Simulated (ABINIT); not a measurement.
# Completion of the band sum in GW: MgH2 (P4_2/mnm), part 2 of 2

Aim: few bands, with and without a completion of the sum over empty states, for MgH2 (P4_2/mnm).

ABINIT 10.8.3; PBE and many-body steps on it, plane waves. Known limits of the many-body steps: short of the basis limit; coarse k mesh.

So far. Step 3 (Screening, 4×4×4 mesh, 143 bands, screening to 152.4 eV): Local fields lower ε∞ by 10 %. On a Γ-centred mesh this coarse the value itself is usually too large, while a short band sum pulls it down. Step 4 (143 bands): The gap on the mesh goes from 3.90 eV to 5.91 eV, a correction of +2.02 eV.

## (6) 23 bands

This step: G0W0 on PBE, plane waves, norm-conserving pseudopotentials.

Input file run.abi:

```
acell 3*1.0 Angstrom
rprim 
  4.516800000000 0.000000000000 0.000000000000
  0.000000000000 4.516800000000 0.000000000000
  0.000000000000 0.000000000000 3.020500000000
ntypat 2
znucl 12 1
natom 6
typat 1 1 2 2 2 2
xred 
  0.000000000000 0.000000000000 0.000000000000
  0.500000000000 0.500000000000 0.500000000000
  0.306000000000 0.306000000000 0.000000000000
  0.194000000000 0.806000000000 0.500000000000
  0.694000000000 0.694000000000 0.000000000000
  0.806000000000 0.194000000000 0.500000000000
pp_dirpath "pseudos"
pseudos "Mg.upf, H.upf"
ecut 38
ngkpt 4 4 4
nshiftk 1
shiftk 0 0 0
kptopt 1
chksymbreak 0
istwfk *1
occopt 1
irdwfk 1
optdriver 4
nband 23
gwcalctyp 0
ecutsigx 38
symsigma 1
nkptgw 4
kptgw 
  0.2500000000 0.0000000000 0.0000000000
  0.5000000000 0.5000000000 0.5000000000
  0.2500000000 0.2500000000 0.5000000000
  0.0000000000 0.0000000000 0.0000000000
bdgw 
  11 14
  11 14
  11 14
  10 14
ecuteps 5.6
irdscr 1
ppmodel 1
indata_prefix "in"
outdata_prefix "out"
tmpdata_prefix "tmp"
```

On the command line:

```bash
OMP_NUM_THREADS=1 mpirun -n 8 abinit run.abi > log
```

Log:

```text
.Version 10.8.3 of ABINIT. v10.8.2 released Aug 2026.

 Symmetries : space group P4_2/m n m (#136); Bravais tP (primitive tetrag.)
[... echo of the input left out ...]
== DATASET  1 ==================================================================
-   mpi_nproc: 8, omp_nthreads: 1 (-1 if OMP is not activated)

--- !DatasetInfo
iteration_state: {dtset: 1, }
dimensions: {natom: 6, nkpt: 18, mband: 23, nsppol: 1, nspinor: 1, nspden: 1, mpw: 4696, }
cutoff_energies: {ecut:  38.0, pawecutdg:  -1.0, }
electrons: {nelect:   2.40000000E+01, charge:   0.00000000E+00, occopt:   1.00000000E+00, tsmear:   1.00000000E-02, }

 SIGMA: Calculation of the GW corrections

 Based on a program developped by R.W. Godby, V. Olevano, G. Onida, and L. Reining.
 Incorporated in ABINIT by V. Olevano, G.-M. Rignanese, and M. Torrent.
.Using double precision arithmetic ; gwpc =  8

[... cell and pseudopotentials left out ...]
--------------------------------------------------------------------------------

 ==== K-mesh for the wavefunctions ====
 Number of points in the irreducible wedge :    18
[... list of points left out ...]
 Together with 16 symmetry operations and time-reversal symmetry
 yields    64 points in the full Brillouin Zone.

 ==== Q-mesh for screening function ====
 Number of points in the irreducible wedge :    18
[... list of points left out ...]
 Together with 16 symmetry operations and time-reversal symmetry
 yields    64 points in the full Brillouin Zone.

 vcoul_init : cutoff-mode = AUXILIARY_FUNCTION
 q-points for optical limit:   1
     1)      0.000010    0.000020    0.000030
 setmesh: FFT mesh size selected  =    48x   48x   32
          total number of points  =        73728

 Number of electrons calculated from density =   24.0000; Expected =   24.0000
[...]
matrix elements of self-energy operator (all in [eV])

 Perturbative Calculation

--- !SelfEnergy_ee
iteration_state: {dtset: 1, }
kpoint     : [   0.250,    0.000,    0.000, ]
spin       : 1
KS_gap     :    4.798
QP_gap     :    6.773
Delta_QP_KS:    1.975
data: !SigmaeeData |
     Band     E0 <VxcDFT>   SigX SigC(E0)      Z dSigC/dE  Sig(E)    E-E0       E
       11  -0.710 -11.185 -15.060   3.002   0.773  -0.293 -11.861  -0.676  -1.385
       12   0.402 -11.630 -15.054   2.801   0.784  -0.275 -12.119  -0.489  -0.087
       13   5.200  -8.565  -4.388  -2.390   0.832  -0.202  -7.079   1.486   6.686
[...]
--- !SelfEnergy_ee
iteration_state: {dtset: 1, }
kpoint     : [   0.500,    0.500,    0.500, ]
spin       : 1
KS_gap     :    4.769
QP_gap     :    6.968
Delta_QP_KS:    2.199
data: !SigmaeeData |
     Band     E0 <VxcDFT>   SigX SigC(E0)      Z dSigC/dE  Sig(E)    E-E0       E
[...]
--- !SelfEnergy_ee
iteration_state: {dtset: 1, }
kpoint     : [   0.250,    0.250,    0.500, ]
spin       : 1
KS_gap     :    4.666
QP_gap     :    6.772
Delta_QP_KS:    2.107
data: !SigmaeeData |
     Band     E0 <VxcDFT>   SigX SigC(E0)      Z dSigC/dE  Sig(E)    E-E0       E
[...]
--- !SelfEnergy_ee
iteration_state: {dtset: 1, }
kpoint     : [   0.000,    0.000,    0.000, ]
spin       : 1
KS_gap     :    5.246
QP_gap     :    6.844
Delta_QP_KS:    1.597
data: !SigmaeeData |
     Band     E0 <VxcDFT>   SigX SigC(E0)      Z dSigC/dE  Sig(E)    E-E0       E
[...]
13   5.207  -6.816  -2.910  -2.536   0.837  -0.194  -5.669   1.148   6.355
       14   5.547  -9.978  -5.729  -2.190   0.825  -0.212  -8.280   1.698   7.245

== END DATASET(S) ==============================================================
================================================================================

 -outvars: echo values of variables after computation  --------
           etotal      0.0000000000E+00
            nband          23
             nkpt          18
          spgroup         136
 [... the other variables as echoed above ...]

 Calculation completed.
```

It took 6.2 s on 8 MPI ranks of Arm Neoverse V2, shared host; peak memory 1.8 GiB.

This step gave:

```
G0W0 gap on the mesh                         : 5.919 eV
starting gap on the mesh                     : 3.895 eV
k of the valence top                         : 0.25, 0, 0
k of the conduction bottom                   : 0.5, 0.5, 0.5
Z at the valence top                         : 0.784
Z at the conduction bottom                   : 0.829
least direct G0W0 gap on the computed points : 6.772 eV
```

Against G0W0 in ABINIT (4×4×4 mesh, 143 bands, screening to 152.4 eV, Godby-Needs plasmon pole), the gap moves by +0.005 eV.

## (7) Screening, 4×4×4 mesh, 23 bands, screening to 152.4 eV

This step: RPA screening on PBE, plane waves, norm-conserving pseudopotentials.

Edit run.abi of step 6 so:

```diff
@@ -27,21 +27,10 @@
 irdwfk 1
-optdriver 4
+optdriver 3
 nband 23
-gwcalctyp 0
-ecutsigx 38
-symsigma 1
-nkptgw 4
-kptgw 
-  0.2500000000 0.0000000000 0.0000000000
-  0.5000000000 0.5000000000 0.5000000000
-  0.2500000000 0.2500000000 0.5000000000
-  0.0000000000 0.0000000000 0.0000000000
-bdgw 
-  11 14
-  11 14
-  11 14
-  10 14
 ecuteps 5.6
-irdscr 1
-ppmodel 1
+inclvkb 2
+awtr 1
+symchi 1
+gwcomp 1
+gwencomp 2
 indata_prefix "in"
```

Log:

```text
.Version 10.8.3 of ABINIT. v10.8.2 released Aug 2026.

 Symmetries : space group P4_2/m n m (#136); Bravais tP (primitive tetrag.)
[... echo of the input left out ...]
== DATASET  1 ==================================================================
-   mpi_nproc: 8, omp_nthreads: 1 (-1 if OMP is not activated)

--- !DatasetInfo
iteration_state: {dtset: 1, }
dimensions: {natom: 6, nkpt: 18, mband: 23, nsppol: 1, nspinor: 1, nspden: 1, mpw: 4696, }
cutoff_energies: {ecut:  38.0, pawecutdg:  -1.0, }
[...]
--------------------------------------------------------------------------------
[... chi0 elements left out ...]
 For q-point:  0.000010 0.000020 0.000030
  dielectric constant =   3.6314
  dielectric constant without local fields =   4.0019

  Average fulfillment of the sum rule on Im[epsilon] for q-point    1 :    117.83  [%]
[... wings left out ...]
  q-point number  2        q = ( 0.250000, 0.000000, 0.000000) [r.l.u.]
--------------------------------------------------------------------------------
[... chi0 elements left out ...]
  Average fulfillment of the sum rule on Im[epsilon] for q-point    2 :    114.03  [%]

 [... 16 further q-points ...]
```

Elapsed: 53 s, on 8 MPI ranks; peak memory 1.8 GiB.

Numbers from this step:

```
ε∞ with local fields, on this mesh    : 3.631
ε∞ without local fields, on this mesh : 4.002
plasma frequency                      : 23.17 eV
plane waves in the screening matrix   : 267
```

## (8) 23 bands, completed

This step: G0W0 on PBE, plane waves, norm-conserving pseudopotentials.

Edit run.abi of step 7 so:

```diff
@@ -27,8 +27,21 @@
 irdwfk 1
-optdriver 3
+optdriver 4
 nband 23
+gwcalctyp 0
+ecutsigx 38
+symsigma 1
+nkptgw 4
+kptgw 
+  0.2500000000 0.0000000000 0.0000000000
+  0.5000000000 0.5000000000 0.5000000000
+  0.2500000000 0.2500000000 0.5000000000
+  0.0000000000 0.0000000000 0.0000000000
+bdgw 
+  11 14
+  11 14
+  11 14
+  10 14
 ecuteps 5.6
-inclvkb 2
-awtr 1
-symchi 1
+irdscr 1
+ppmodel 1
 gwcomp 1
```

Log:

```text
.Version 10.8.3 of ABINIT. v10.8.2 released Aug 2026.

 Symmetries : space group P4_2/m n m (#136); Bravais tP (primitive tetrag.)
[... echo of the input left out ...]
== DATASET  1 ==================================================================
-   mpi_nproc: 8, omp_nthreads: 1 (-1 if OMP is not activated)

--- !DatasetInfo
iteration_state: {dtset: 1, }
dimensions: {natom: 6, nkpt: 18, mband: 23, nsppol: 1, nspinor: 1, nspden: 1, mpw: 4696, }
cutoff_energies: {ecut:  38.0, pawecutdg:  -1.0, }
[...]
Band     E0 <VxcDFT>   SigX SigC(E0)      Z dSigC/dE  Sig(E)    E-E0       E
[...]
13   5.207  -6.816  -2.910  -3.034   0.841  -0.189  -6.082   0.734   5.941
       14   5.547  -9.978  -5.729  -3.071   0.829  -0.206  -9.001   0.976   6.524

== END DATASET(S) ==============================================================
================================================================================

 -outvars: echo values of variables after computation  --------
           etotal      0.0000000000E+00
            nband          23
             nkpt          18
          spgroup         136
 [... the other variables as echoed above ...]

 Calculation completed.
```

Run time: 6.7 s. Hardware: 8 MPI ranks; peak memory 1.8 GiB.

Numbers from this step:

```yaml
g0w0_gap_on_the_mesh: 5.982 eV
starting_gap_on_the_mesh: 3.895 eV
k_of_the_valence_top: 0.25, 0, 0
k_of_the_conduction_bottom: 0.5, 0.5, 0.5
least_direct_g0w0_gap_on_the_computed_points: 6.806 eV
```

Against G0W0 in ABINIT (4×4×4 mesh, 143 bands, screening to 152.4 eV, Godby-Needs plasmon pole), the gap moves by +0.068 eV.

## (9) Screening, 4×4×4 mesh, 58 bands, screening to 152.4 eV

This step: RPA screening on PBE, plane waves, norm-conserving pseudopotentials.

Edit run.abi of step 8 so:

```diff
@@ -27,23 +27,8 @@
 irdwfk 1
-optdriver 4
-nband 23
-gwcalctyp 0
-ecutsigx 38
-symsigma 1
-nkptgw 4
-kptgw 
-  0.2500000000 0.0000000000 0.0000000000
-  0.5000000000 0.5000000000 0.5000000000
-  0.2500000000 0.2500000000 0.5000000000
-  0.0000000000 0.0000000000 0.0000000000
-bdgw 
-  11 14
-  11 14
-  11 14
-  10 14
+optdriver 3
+nband 58
 ecuteps 5.6
-irdscr 1
-ppmodel 1
-gwcomp 1
-gwencomp 2
+inclvkb 2
+awtr 1
+symchi 1
 indata_prefix "in"
```

Log:

```text
.Version 10.8.3 of ABINIT. v10.8.2 released Aug 2026.

 Symmetries : space group P4_2/m n m (#136); Bravais tP (primitive tetrag.)
[... echo of the input left out ...]
== DATASET  1 ==================================================================
-   mpi_nproc: 8, omp_nthreads: 1 (-1 if OMP is not activated)

--- !DatasetInfo
iteration_state: {dtset: 1, }
dimensions: {natom: 6, nkpt: 18, mband: 58, nsppol: 1, nspinor: 1, nspden: 1, mpw: 4696, }
cutoff_energies: {ecut:  38.0, pawecutdg:  -1.0, }
[...]
--------------------------------------------------------------------------------
[... chi0 elements left out ...]
 For q-point:  0.000010 0.000020 0.000030
  dielectric constant =   3.6367
  dielectric constant without local fields =   4.0470

  Average fulfillment of the sum rule on Im[epsilon] for q-point    1 :     38.76  [%]
[... wings left out ...]
  q-point number  2        q = ( 0.250000, 0.000000, 0.000000) [r.l.u.]
--------------------------------------------------------------------------------
[... chi0 elements left out ...]
  Average fulfillment of the sum rule on Im[epsilon] for q-point    2 :     47.09  [%]

 [... 16 further q-points ...]
```

It took 27 s on 8 MPI ranks; peak memory 2.1 GiB.

Numbers from this step:

```
ε∞ with local fields, on this mesh    : 3.637
ε∞ without local fields, on this mesh : 4.047
plasma frequency                      : 23.17 eV
plane waves in the screening matrix   : 267
```

## (10) 58 bands

This step: G0W0 on PBE, plane waves, norm-conserving pseudopotentials.

Edit run.abi of step 9 so:

```diff
@@ -27,8 +27,21 @@
 irdwfk 1
-optdriver 3
+optdriver 4
 nband 58
+gwcalctyp 0
+ecutsigx 38
+symsigma 1
+nkptgw 4
+kptgw 
+  0.2500000000 0.0000000000 0.0000000000
+  0.5000000000 0.5000000000 0.5000000000
+  0.2500000000 0.2500000000 0.5000000000
+  0.0000000000 0.0000000000 0.0000000000
+bdgw 
+  11 14
+  11 14
+  11 14
+  10 14
 ecuteps 5.6
-inclvkb 2
-awtr 1
-symchi 1
+irdscr 1
+ppmodel 1
 indata_prefix "in"
```

Log:

```text
.Version 10.8.3 of ABINIT. v10.8.2 released Aug 2026.

 Symmetries : space group P4_2/m n m (#136); Bravais tP (primitive tetrag.)
[... echo of the input left out ...]
== DATASET  1 ==================================================================
-   mpi_nproc: 8, omp_nthreads: 1 (-1 if OMP is not activated)

--- !DatasetInfo
iteration_state: {dtset: 1, }
dimensions: {natom: 6, nkpt: 18, mband: 58, nsppol: 1, nspinor: 1, nspden: 1, mpw: 4696, }
cutoff_energies: {ecut:  38.0, pawecutdg:  -1.0, }
[...]
Band     E0 <VxcDFT>   SigX SigC(E0)      Z dSigC/dE  Sig(E)    E-E0       E
[...]
13   5.207  -6.816  -2.910  -3.209   0.829  -0.206  -6.238   0.578   5.785
       14   5.547  -9.978  -5.729  -3.036   0.815  -0.227  -8.990   0.988   6.535

== END DATASET(S) ==============================================================
================================================================================

 -outvars: echo values of variables after computation  --------
           etotal      0.0000000000E+00
            nband          58
             nkpt          18
          spgroup         136
 [... the other variables as echoed above ...]

 Calculation completed.
```

It took 12 s on 8 MPI ranks; peak memory 1.9 GiB; 98 s of CPU time.

Read from the output:

```yaml
g0w0_gap_on_the_mesh: 5.851 eV
starting_gap_on_the_mesh: 3.895 eV
k_of_the_valence_top: 0.25, 0, 0
k_of_the_conduction_bottom: 0.5, 0.5, 0.5
least_direct_g0w0_gap_on_the_computed_points: 6.674 eV
```

Against G0W0 in ABINIT (4×4×4 mesh, 143 bands, screening to 152.4 eV, Godby-Needs plasmon pole), the gap moves by −0.063 eV.

## (11) Screening, 4×4×4 mesh, 58 bands, screening to 152.4 eV

This step: RPA screening on PBE, plane waves, norm-conserving pseudopotentials.

Edit run.abi of step 10 so:

```diff
@@ -27,21 +27,10 @@
 irdwfk 1
-optdriver 4
+optdriver 3
 nband 58
-gwcalctyp 0
-ecutsigx 38
-symsigma 1
-nkptgw 4
-kptgw 
-  0.2500000000 0.0000000000 0.0000000000
-  0.5000000000 0.5000000000 0.5000000000
-  0.2500000000 0.2500000000 0.5000000000
-  0.0000000000 0.0000000000 0.0000000000
-bdgw 
-  11 14
-  11 14
-  11 14
-  10 14
 ecuteps 5.6
-irdscr 1
-ppmodel 1
+inclvkb 2
+awtr 1
+symchi 1
+gwcomp 1
+gwencomp 3
 indata_prefix "in"
```

Log:

```text
.Version 10.8.3 of ABINIT. v10.8.2 released Aug 2026.

 Symmetries : space group P4_2/m n m (#136); Bravais tP (primitive tetrag.)
[... echo of the input left out ...]
== DATASET  1 ==================================================================
-   mpi_nproc: 8, omp_nthreads: 1 (-1 if OMP is not activated)

--- !DatasetInfo
iteration_state: {dtset: 1, }
dimensions: {natom: 6, nkpt: 18, mband: 58, nsppol: 1, nspinor: 1, nspden: 1, mpw: 4696, }
cutoff_energies: {ecut:  38.0, pawecutdg:  -1.0, }
[...]
--------------------------------------------------------------------------------
[... chi0 elements left out ...]
 For q-point:  0.000010 0.000020 0.000030
  dielectric constant =   3.6435
  dielectric constant without local fields =   4.0470

  Average fulfillment of the sum rule on Im[epsilon] for q-point    1 :    120.37  [%]
[... wings left out ...]
  q-point number  2        q = ( 0.250000, 0.000000, 0.000000) [r.l.u.]
--------------------------------------------------------------------------------
[... chi0 elements left out ...]
  Average fulfillment of the sum rule on Im[epsilon] for q-point    2 :    120.21  [%]

 [... 16 further q-points ...]
```

Wall time 51 s (8 MPI ranks); peak memory 2.1 GiB; 6.8 min of CPU time.

Numbers from this step:

- ε∞ with local fields, on this mesh: 3.643
- ε∞ without local fields, on this mesh: 4.047
- plasma frequency: 23.17 eV
- plane waves in the screening matrix: 267

## (12) 58 bands, completed

This step: G0W0 on PBE, plane waves, norm-conserving pseudopotentials.

Edit run.abi of step 11 so:

```diff
@@ -27,8 +27,21 @@
 irdwfk 1
-optdriver 3
+optdriver 4
 nband 58
+gwcalctyp 0
+ecutsigx 38
+symsigma 1
+nkptgw 4
+kptgw 
+  0.2500000000 0.0000000000 0.0000000000
+  0.5000000000 0.5000000000 0.5000000000
+  0.2500000000 0.2500000000 0.5000000000
+  0.0000000000 0.0000000000 0.0000000000
+bdgw 
+  11 14
+  11 14
+  11 14
+  10 14
 ecuteps 5.6
-inclvkb 2
-awtr 1
-symchi 1
+irdscr 1
+ppmodel 1
 gwcomp 1
```

Log:

```text
.Version 10.8.3 of ABINIT. v10.8.2 released Aug 2026.

 Symmetries : space group P4_2/m n m (#136); Bravais tP (primitive tetrag.)
[... echo of the input left out ...]
== DATASET  1 ==================================================================
-   mpi_nproc: 8, omp_nthreads: 1 (-1 if OMP is not activated)

--- !DatasetInfo
iteration_state: {dtset: 1, }
dimensions: {natom: 6, nkpt: 18, mband: 58, nsppol: 1, nspinor: 1, nspden: 1, mpw: 4696, }
cutoff_energies: {ecut:  38.0, pawecutdg:  -1.0, }
[...]
Band     E0 <VxcDFT>   SigX SigC(E0)      Z dSigC/dE  Sig(E)    E-E0       E
[...]
13   5.207  -6.816  -2.910  -3.360   0.830  -0.205  -6.363   0.453   5.661
       14   5.547  -9.978  -5.729  -3.390   0.815  -0.226  -9.278   0.700   6.247

== END DATASET(S) ==============================================================
================================================================================

 -outvars: echo values of variables after computation  --------
           etotal      0.0000000000E+00
            nband          58
             nkpt          18
          spgroup         136
 [... the other variables as echoed above ...]

 Calculation completed.
```

The job ended after 13 s (8 MPI ranks; peak memory 1.9 GiB).

Numbers from this step:

| Quantity | Value |
| --- | --- |
| G0W0 gap on the mesh | 5.881 eV |
| starting gap on the mesh | 3.895 eV |
| k of the valence top | 0.25, 0, 0 |
| k of the conduction bottom | 0.5, 0.5, 0.5 |
| least direct G0W0 gap on the computed points | 6.696 eV |

Against G0W0 in ABINIT (4×4×4 mesh, 143 bands, screening to 152.4 eV, Godby-Needs plasmon pole), the gap moves by −0.033 eV.

## (13) Side by side

Times are wall times on 8 MPI ranks of Arm Neoverse V2, shared host, good to a factor of about two. A run's time includes the screening step that it read.

| run | mesh | bands | screening cutoff (eV) | DFT gap (eV) | gap on the mesh (eV) | direct (eV) | ε∞ used | time |
| --- | --- | --- | --- | --- | --- | --- | --- | --- |
| 143 bands | 4×4×4 | 143 | 152.4 | 3.895 | 5.914 | 6.731 | 3.66 | 94 s |
| 23 bands | 4×4×4 | 23 | 152.4 | 3.895 | 5.919 | 6.772 | 3.60 | 16 s |
| 23 bands, completed | 4×4×4 | 23 | 152.4 | 3.895 | 5.982 | 6.806 | 3.63 | 60 s |
| 58 bands | 4×4×4 | 58 | 152.4 | 3.895 | 5.851 | 6.674 | 3.64 | 39 s |
| 58 bands, completed | 4×4×4 | 58 | 152.4 | 3.895 | 5.881 | 6.696 | 3.64 | 65 s |

## (14) Summary of results

| Property | Result |
| --- | --- |
| 143 bands | 5.914 eV |
| 23 bands | 5.919 eV |
| 23 bands, completed | 5.982 eV |
| 58 bands | 5.851 eV |
| 58 bands, completed | 5.881 eV |

In words: 23 bands: +0.005 eV against 143 bands. 23 bands, completed: +0.068 eV against 143 bands. 58 bands: −0.063 eV against 143 bands. 58 bands, completed: −0.033 eV against 143 bands. The row with most bands is itself short of the limit, so it is no exact reference, and agreement of a truncated run with it can be a cancellation between the edges. The 4×4×4 mesh is coarse for this cell, which bears on the long-range parts of exchange and screening.

[Long decimals in the printed logs are rounded to 6 places.]

[Logs are printed without paths, hosts, clocks, repeated set-up lines and the standing remarks that a program may print on its own settings, such as how far it seeks lower states.]

[Paths, hosts, dates, memory and timing lines, banners, echoed tables and standing remarks are left out of the program output; an Ansatz launch command may be rebuilt from the run's recorded settings. Measured values are a selection of at most five: reports struck by readers or far from the other reports are left out. None is set beside runs whose start may be inverted or whose files or cutoffs have a known fault.]

[Runs of the session that timed out or met a known fault of the program may be left out.]

[Hosts, paths, dates, database ids (printed as entryN), source tags and the programs' standing remarks are cut or masked in the printed files.]

[G0W0 gaps are taken among the corrected bands and points alone; a level outside them can change the order at an edge.]

[Where Ansatz stands beside ABINIT at settings called matched, ABINIT's density can come from a denser mesh and the files from another edition; pairs whose starting gaps differed by over 0.03 eV were left out, so agreement reads better than it is.]
